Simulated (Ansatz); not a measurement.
# Bilayer T-MgI2 in a field along the normal: induced dipole (PBEsol)

A gate puts a field across bilayer T-MgI2. How large is the induced dipole, and what happens to the gap?

All values are computed: Ansatz 0.2.0, PBEsol, plane waves, no spin–orbit coupling; sawtooth field with a dipole correction, atoms held at their zero-field places, cell area 14.84 Å². The field is the one in the vacuum. Energy changes count from the zero-field run.

```
field (V/Å)  dipole (e·Å)  energy change (meV)  gap on the path (eV)
       0.05         0.042                 -1.0                  3.58
        0.1             ?                    ?                     ?
        0.2         0.168                -16.8                  3.37
        0.3         0.251                -37.7                  3.22
        0.4         0.335                -67.1                  3.06
```

**Fit.** A least-squares line through the shown values, as rounded, is dipole = 0.000 + 0.837 × field (V/Å); it misses them by 0.001 e·Å at most. The fit misses the rows by 0.000 e·Å on average, and their plain mean by 0.094 e·Å, so the fit does better. The slope is the electronic polarisability of the cell, α = 0.837 e·Å²/V. It also sets the energy, −αF²/2 for a sheet without a dipole of its own: -67.0 meV at 0.4 V/Å. From the weakest to the strongest field the gap on the path changes by -0.52 eV, since the field shifts the levels of one sheet against the other.

**The withheld row.** The prediction is 0.000 + 0.837 × (0.1) = 0.084 e·Å. The run gave dipole 0.084 e·Å, energy change -4.2 meV, gap on the path 3.52 eV. The miss in dipole is +0.000 e·Å, within the scatter of the fitted rows. The mean of the shown rows would have missed by -0.115 e·Å.

Ions don't move, so the lattice part of the screening is missing; semilocal functionals overestimate polarisabilities somewhat.

[Logs are printed without paths, hosts, clocks, repeated set-up lines and the standing remarks that a program may print on its own settings, such as how far it seeks lower states.]
